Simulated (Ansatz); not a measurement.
## Ba on Mo(110): change of the work function: cost of one run

Ansatz 0.2.0; plane-wave DFT, PBE, Ansatz PAW. The cell holds 17 atoms.

Input file input.yaml:

```yaml
crystal:
  lattice:
    - [4.4547727214, -3.15, 0.0]
    - [4.4547727214, 3.15, 0.0]
    - [0.0, 0.0, 28.1090205161]
  atoms:
    - { symbol: Mo, position: [0.0, 0.0, 0.3201819144] }
    - { symbol: Mo, position: [0.25, 0.25, 0.3994228954] }
    - { symbol: Mo, position: [0.0, 0.0, 0.4794548464] }
[... 8 atom lines left out ...]
    - { symbol: Mo, position: [0.75, 0.25, 0.5558058434] }
    - { symbol: Mo, position: [0.5, 0.5, 0.3201819144] }
    - { symbol: Mo, position: [0.75, 0.75, 0.3994228954] }
    - { symbol: Mo, position: [0.5, 0.5, 0.4794548464] }
    - { symbol: Mo, position: [0.75, 0.75, 0.5558058434] }
    - { symbol: Ba, position: [0.42, 0.42, 0.6798180856] }
kpoints:
  mp_grid: { grid: [6, 6, 1] }
hamiltonian:
  xc: pbe
scf:
  occupations: { method: fermi_dirac, width: 0.1 }
  convergence: { dr2_threshold: 1.0e-08 }
efield:
  axis: 3
  dipole_correction: true
  ramp_position: 0.97
  ramp_width: 0.06
relax:
  f_tol: 0.02
  max_steps: 60
  constraints: [{ sites: [0, 1, 4, 5, 8, 9, 12, 13] }]
output:
  dos: { projected: true, e_range: [-8, 4] }
  write_potential: true
  write_density: true
  volumetric_format: npy
  elf: true
```

Run with:

```console
ansatz run input.yaml --threads 4 --pin off --max-ram 16384MiB --backend cpu --events-out ev --progress --plain --runs-dir out
```

The cutoff in use is 420 eV. For reference, a run of the same kind (4 atoms, 43 k-points, 34 bands and 3,445 plane waves; 33 SCF cycles) took 24 s and 0.59 GiB on the same hardware.

What time and memory should one allow on 4 threads of Arm Neoverse V1, shared host?

A cutoff of 420 eV is a sphere of radius 10.5 Å⁻¹, so a cell of 789 Å³ holds about V·G³/6π² = 15,417 plane waves. At two electrons a band, the 234 electrons need 117 bands, and 24 more are carried. Symmetry cuts the 6×6×1 mesh from 36 to 13 points. The run has 13 k-points, 141 bands and 15,441 plane waves. Taking the work of a cycle as k-points × spins × bands × plane waves, that is 5.6 times the reference, or 2.3 min at the reference's 33 cycles. The run needed 99 SCF cycles over 10 ionic steps, which makes it about 6.9 min. One copy of the wavefunctions takes 0.42 GiB at 16 bytes a coefficient, against 0.075 GiB in the reference; grids, projectors and work arrays come on top. Measured: about 9.1 min, with a peak of 3.1 GiB. The run took longer than the estimate, which leaves out the steps that grow as the square of the band count.

[Logs are printed without paths, hosts, clocks, repeated set-up lines and the standing remarks that a program may print on its own settings, such as how far it seeks lower states.]

[Hosts, paths, dates, database ids (printed as entryN), source tags and the programs' standing remarks are cut or masked in the printed files.]

[Maps of the electrostatic potential energy from Ansatz leave out the sawtooth potential of an applied field or a dipole correction, so their vacuum need not be flat; planar profiles and work functions include it.]
